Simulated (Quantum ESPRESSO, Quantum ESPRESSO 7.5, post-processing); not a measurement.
# Ni(100), 5 layers against a metal electrode: a series in the charge of the slab

What law, if any, do the results for Ni(100), 5 layers against a metal electrode follow against the charge of the slab?

Main program and level: Quantum ESPRESSO 7.5; plane-wave DFT, PBE, GBRV ultrasoft pseudopotentials.

Report form: the programs' logs are mostly left out.

**1. Set-up**

The structure is cubic, space group Fm-3m (No. 225). Conventional cell: a = 3.520 Å, b = 3.520 Å, c = 3.520 Å, α = 90.00°, β = 90.00°, γ = 90.00°. Nearest to Ni lie 12 Ni at 2.49 Å.

Set-up: The slab is relaxed neutral, then held. ESM with bc3: vacuum below and a metal electrode about 6 Å above the top atoms. Cold smearing of 0.02 Ry. Charges are set per cell from the starting area. The slabs take the lattice constants of the bulk relaxed by the same program.

Members 2, 3, 4.5, 6, 7 and 8 took the same steps and show in the table alone.

**2. Relaxing cell and ions of the reference**

The bulk crystal is relaxed in cell and atoms; the members are built on its lattice constants.

The input, ref.vc.in:

```
&control
  prefix = 'ref.vc'
  outdir = './out'
  pseudo_dir = './pseudo'
  nstep = 40
  forc_conv_thr = 0.0003
  calculation = 'vc-relax'
/
&system
  ibrav = 0
  nat = 1
  ntyp = 1
  ecutwfc = 50
  ecutrho = 250
  occupations = 'smearing'
  smearing = 'mv'
  degauss = 0.02
  nspin = 2
  starting_magnetization(1) = 0.12
/
&electrons
  conv_thr = 1e-09
  mixing_beta = 0.4
  electron_maxstep = 120
/
&ions
/
&cell
  press_conv_thr = 0.3
/
ATOMIC_SPECIES
  Ni  58.6934  ni_pbe_v1.4.uspp.F.UPF
CELL_PARAMETERS angstrom
  0.00000000000000 1.76000000000000 1.76000000000000
  1.76000000000000 0.00000000000000 1.76000000000000
  1.76000000000000 1.76000000000000 0.00000000000000
ATOMIC_POSITIONS crystal
  Ni  0.000000000000 0.000000000000 0.000000000000
K_POINTS automatic
  20 20 20 0 0 0
```

The run is started by

```sh
OMP_NUM_THREADS=1 mpirun -n 4 pw.x -nk 4 -in ref.vc.in > ref.vc.out
```

Wall time 45 s (4 MPI ranks of Arm Neoverse V1, shared host); peak memory 0.25 GiB; 3 min of CPU time.

Little changed from the start: no atom moved by 0.005 Å and no cell edge by 0.1 %.

 The last row is no step: it is a fresh SCF in the final cell with a new plane-wave basis, +0 meV from the row before.

Read from the output:

```
free energy            : -4670.5665 eV
Fermi energy           : 17.90 eV
magnetization          : 0.67 μB
absolute magnetization : 0.77 μB
site moments           : 0.7125 μB
```

**3. Relaxation with pw.x of the reference**

What the set-up leaves free in this member is relaxed.

System of this step: Ni(100), 5 layers. The cell holds 5 atoms: 5 Ni. Cell: a = 2.487 Å, b = 2.487 Å, c = 22.025 Å, α = 90.0°, β = 90.0°, γ = 90.0°. It derives from Ni. Vacuum lies along c.

The input, ref.relax.in:

```
&control
  prefix = 'ref.relax'
  outdir = './out'
  pseudo_dir = './pseudo'
  nstep = 40
  forc_conv_thr = 0.001
  calculation = 'relax'
/
&system
  ibrav = 0
  nat = 5
  ntyp = 1
  ecutwfc = 40
  ecutrho = 200
  occupations = 'smearing'
  smearing = 'mv'
  degauss = 0.02
  nspin = 2
  starting_magnetization(1) = 0.12
/
&electrons
  conv_thr = 1e-08
  mixing_beta = 0.4
  electron_maxstep = 120
  mixing_mode = 'local-TF'
/
&ions
/
ATOMIC_SPECIES
  Ni  58.6934  ni_pbe_v1.4.uspp.F.UPF
CELL_PARAMETERS angstrom
  2.48729573353646 0.00000000000000 0.00000000000000
  0.00000000000000 2.48729573353646 0.00000000000000
  0.00000000000000 0.00000000000000 22.02476835636364
ATOMIC_POSITIONS crystal
  Ni  0.000000000000 0.000000000000 0.340290381125
  Ni  0.500000000000 0.500000000000 0.420145190563
  Ni  0.000000000000 0.000000000000 0.500000000000 0 0 0
  Ni  0.500000000000 0.500000000000 0.579854809437
  Ni  0.000000000000 0.000000000000 0.659709618875
K_POINTS automatic
  12 12 1 0 0 0
```

The run is started by

```sh
OMP_NUM_THREADS=1 mpirun -n 4 pw.x -nk 4 -in ref.relax.in > ref.relax.out
```

It took 11 min on 4 MPI ranks; peak memory 0.67 GiB.

The steps of the relaxation:

```
step  energy less that of the first step (eV)  largest force (eV/Å)
   1                                   0.0000                0.4051
   2                                  -0.0101                0.2898
   3                                  -0.0182                0.1866
   4                                  -0.0228                0.0449
   5                                  -0.0230                0.0449
   6                                  -0.0232                0.0442
   7                                  -0.0234                0.0411
   8                                  -0.0238                0.0339
   9                                  -0.0242                0.0220
```

The atoms that moved most (Å):

```
atom     dx     dy      dz  length
 Ni1  0.000  0.000   0.043   0.043
 Ni5  0.000  0.000  -0.043   0.043
 Ni2  0.000  0.000  -0.021   0.021
 Ni4  0.000  0.000   0.021   0.021
```

The relaxed structure:

```xyz
5
Lattice="2.4873 0.0000 0.0000 0.0000 2.4873 0.0000 0.0000 0.0000 22.0248" Properties=species:S:1:pos:R:3
Ni    0.0000    0.0000    7.5376
Ni    1.2436    1.2436    9.2324
Ni    0.0000    0.0000   11.0124
Ni    1.2436    1.2436   12.7924
Ni    0.0000    0.0000   14.4872
```

The relaxation lowers the energy by 5 meV an atom. On the free atoms the largest force ends at 0.022 eV/Å.

Read from the output:

| Quantity | Value |
| --- | --- |
| free energy | -23350.9102 eV |
| Fermi energy | 4.268 eV |
| magnetization | 3.59 μB |
| absolute magnetization | 4.13 μB |
| site moments | 0.8138, 0.7389, 0.7214, 0.7389, 0.8138 μB |

**4. Self-consistent run, 0 ×10¹³ e/cm²**

A run under open boundaries on these atoms gives the vacuum levels.

The input, m2.esm.in:

```
&control
  prefix = 'm2.esm'
  outdir = './out'
  pseudo_dir = './pseudo'
  calculation = 'scf'
  tprnfor = .true.
/
&system
  ibrav = 0
  nat = 5
  ntyp = 1
  ecutwfc = 40
  ecutrho = 200
  occupations = 'smearing'
  smearing = 'mv'
  degauss = 0.02
  assume_isolated = 'esm'
  esm_bc = 'bc3'
  tot_charge = 0.0
  nspin = 2
  starting_magnetization(1) = 0.12
/
&electrons
  conv_thr = 1e-08
  mixing_beta = 0.25
  electron_maxstep = 160
  mixing_mode = 'local-TF'
  mixing_ndim = 12
/
ATOMIC_SPECIES
  Ni  58.6934  ni_pbe_v1.4.uspp.F.UPF
CELL_PARAMETERS angstrom
  2.48729573353646 0.00000000000000 0.00000000000000
  0.00000000000000 2.48729573353646 0.00000000000000
  0.00000000000000 0.00000000000000 22.02476835636364
ATOMIC_POSITIONS crystal
  Ni  0.000000000000 0.000000000000 -0.089663340230
  Ni  0.500000000000 0.500000000000 -0.012712049630
  Ni  0.000000000000 0.000000000000 0.068105143070
  Ni  0.500000000000 0.500000000000 0.148922335770
  Ni  0.000000000000 0.000000000000 0.225873626370
K_POINTS automatic
  12 12 1 0 0 0
```

The run is started by

```sh
OMP_NUM_THREADS=1 mpirun -n 4 pw.x -nk 4 -in m2.esm.in > m2.esm.out
```

Wall time 5.2 min (4 MPI ranks); peak memory 0.64 GiB.

This step gave:

* Fermi energy: -4.903 eV
* site moments: 0.8139, 0.739, 0.7215, 0.7391, 0.8138 μB
* vacuum line at the lower end of the cell, over the Fermi level: 4.898 eV
* slope of the potential above: 1.94e-4 eV/Å
* vacuum line at the upper end of the cell, over the Fermi level: 4.903 eV

Electrostatic potential energy of an electron; zero at the Fermi level. Potential energy, planar mean against z:

```
z (Å)  potential energy, planar mean (eV)
-11.0                                4.90
-10.5                                4.90
-10.0                                4.90
 -9.5                                4.90
 -9.0                                4.90
 -8.5                                4.90
 -8.0                                4.90
 -7.5                                4.90
 -7.0                                4.90
 -6.5                                4.90
 -6.0                                4.90
 -5.5                                4.89
 -5.0                                4.88
 -4.5                                4.83
 -4.0                                4.67
 -3.5                                4.08
 -3.0                                1.99
 -2.5                               -6.68
 -2.0                               -21.1
 -1.5                               -9.08
 -1.0                               -3.58
 -0.5                               -17.9
  0.0                               -16.1
  0.5                               -2.51
  1.0                               -8.26
  1.5                               -21.4
  2.0                               -8.16
  2.5                               -2.49
  3.0                               -16.0
  3.5                               -17.9
  4.0                               -3.46
  4.5                               -9.16
  5.0                               -21.1
  5.5                               -6.86
  6.0                                1.95
  6.5                                4.09
  7.0                                4.67
  7.5                                4.84
  8.0                                4.88
  8.5                                4.90
  9.0                                4.90
  9.5                                4.90
 10.0                                4.90
 10.5                                4.90
```

Inside the slab this potential holds the local part of the pseudopotentials, which can be repulsive at the nuclei; only its value in the vacuum has a meaning of its own.

**5. Self-consistent run, 1 ×10¹³ e/cm²**

m3.esm.in, as its differences from the input of step 4:

```diff
@@ -1,3 +1,3 @@
 &control
-  prefix = 'm2.esm'
+  prefix = 'm3.esm'
   outdir = './out'
@@ -18,3 +18,3 @@
   esm_bc = 'bc3'
-  tot_charge = 0.0
+  tot_charge = 0.0062
   nspin = 2
@@ -28,2 +28,3 @@
   mixing_ndim = 12
+  startingpot = 'file'
 /
```

The run is started by

```sh
cp -r out/m2.esm.save out/m3.esm.save
OMP_NUM_THREADS=1 mpirun -n 4 pw.x -nk 4 -in m3.esm.in > m3.esm.out
```

The job ended after 2.6 min (4 MPI ranks; peak memory 0.64 GiB; 10 min of CPU time).

Numbers from this step:

- Fermi energy: -5.712 eV
- magnetization: 3.6 μB
- site moments: 0.8138, 0.7389, 0.7214, 0.7395, 0.8156 μB
- vacuum line at the lower end of the cell, over the Fermi level: 4.913 eV
- slope of the potential above: 0.1817 eV/Å
- vacuum line at the upper end of the cell, over the Fermi level: 5.712 eV

Inside the slab this potential holds the local part of the pseudopotentials, which can be repulsive at the nuclei; only its value in the vacuum has a meaning of its own.

**6. Self-consistent run, -1.5 ×10¹³ e/cm²**

m1.esm.in, as its differences from the input of step 5:

```diff
@@ -1,3 +1,3 @@
 &control
-  prefix = 'm3.esm'
+  prefix = 'm1.esm'
   outdir = './out'
@@ -18,3 +18,3 @@
   esm_bc = 'bc3'
-  tot_charge = 0.0062
+  tot_charge = -0.00929
   nspin = 2
```

The run is started by

```sh
cp -r out/m2.esm.save out/m1.esm.save
OMP_NUM_THREADS=1 mpirun -n 4 pw.x -nk 4 -in m1.esm.in > m1.esm.out
```

Wall time 2.8 min (4 MPI ranks); peak memory 0.64 GiB; 11 min of CPU time.

Numbers from this step:

- Fermi energy: -3.704 eV
- magnetization: 3.59 μB
- site moments: 0.8139, 0.7392, 0.7216, 0.7383, 0.8113 μB
- vacuum line at the lower end of the cell, over the Fermi level: 4.904 eV
- slope of the potential above: -0.2717 eV/Å
- vacuum line at the upper end of the cell, over the Fermi level: 3.704 eV

Inside the slab this potential holds the local part of the pseudopotentials, which can be repulsive at the nuclei; only its value in the vacuum has a meaning of its own.

**7. SCF with pw.x, -3 ×10¹³ e/cm²**

m0.esm.in, as its differences from the input of step 6:

```diff
@@ -1,3 +1,3 @@
 &control
-  prefix = 'm1.esm'
+  prefix = 'm0.esm'
   outdir = './out'
@@ -18,3 +18,3 @@
   esm_bc = 'bc3'
-  tot_charge = -0.00929
+  tot_charge = -0.01859
   nspin = 2
```

The run is started by

```sh
cp -r out/m1.esm.save out/m0.esm.save
OMP_NUM_THREADS=1 mpirun -n 4 pw.x -nk 4 -in m0.esm.in > m0.esm.out
```

Run time: 2.6 min. Hardware: 4 MPI ranks; peak memory 0.63 GiB; 10 min of CPU time.

This step gave:

| Property | Result |
| --- | --- |
| Fermi energy | -2.523 eV |
| magnetization | 3.58 μB |
| absolute magnetization | 4.12 μB |
| site moments | 0.8139, 0.7394, 0.7217, 0.7376, 0.8088 μB |
| vacuum line at the lower end of the cell, over the Fermi level | 4.901 eV |
| slope of the potential above | -0.5437 eV/Å |
| vacuum line at the upper end of the cell, over the Fermi level | 2.523 eV |

Inside the slab this potential holds the local part of the pseudopotentials, which can be repulsive at the nuclei; only its value in the vacuum has a meaning of its own.

**8. The series side by side**

The series in one table:

```
the charge of the slab (positive: electrons removed)  electrode's level over the Fermi level (eV)  far face's level over the Fermi level (eV)  field in the gap (eV/Å)
                                      -3 ×10¹³ e/cm²                                        2.523                                       4.901                  -0.5437
                                    -1.5 ×10¹³ e/cm²                                        3.704                                       4.904                  -0.2717
                                       0 ×10¹³ e/cm²                                        4.903                                       4.898                0.0001943
                                       1 ×10¹³ e/cm²                                        5.712                                       4.913                   0.1817
                                       2 ×10¹³ e/cm²                                        6.527                                       4.912                   0.3628
                                       3 ×10¹³ e/cm²                                        7.347                                       4.912                   0.5443
                                     4.5 ×10¹³ e/cm²                                        8.588                                         4.9                   0.8162
                                       6 ×10¹³ e/cm²                                        9.838                                       4.905                    1.088
                                       7 ×10¹³ e/cm²                                        10.68                                         4.9                     1.27
                                       8 ×10¹³ e/cm²                                        11.52                                       4.911                    1.451
```

**9. The arithmetic**

Last interval: C = Δσ/ΔV = 0.00100 e/Å² / 0.842 V × 1602 = 1.90 µF/cm².

**10. Summary of results**

- mean capacitance at positive charge: 1.94 μF/cm²
- effective gap ε₀/C: 4.56 Å
- top atoms to electrode: 6.04 Å

What this shows: The series holds 10 members; mean capacitance at positive charge: 1.94 μF/cm²; effective gap ε₀/C: 4.56 Å; top atoms to electrode: 6.04 Å (PBE, GBRV ultrasoft). Interval by interval C lies between 1.90 and 2.04 µF/cm². The far face's level moves by 0.01 eV over the series: the slab screens like a metal, and averaged over the positive charges the image plane lies 1.48 Å above the top atoms. Vacuum fills the gap; ions don't answer the charge; added electrons can spill towards the electrode at the most negative charges.

[Logs are printed without paths, hosts, clocks, repeated set-up lines and the standing remarks that a program may print on its own settings, such as how far it seeks lower states.]

[Hosts, paths, dates, database ids (printed as entryN), source tags and the programs' standing remarks are cut or masked in the printed files.]

[Maps of the electrostatic potential energy from Ansatz leave out the sawtooth potential of an applied field or a dipole correction, so their vacuum need not be flat; planar profiles and work functions include it.]
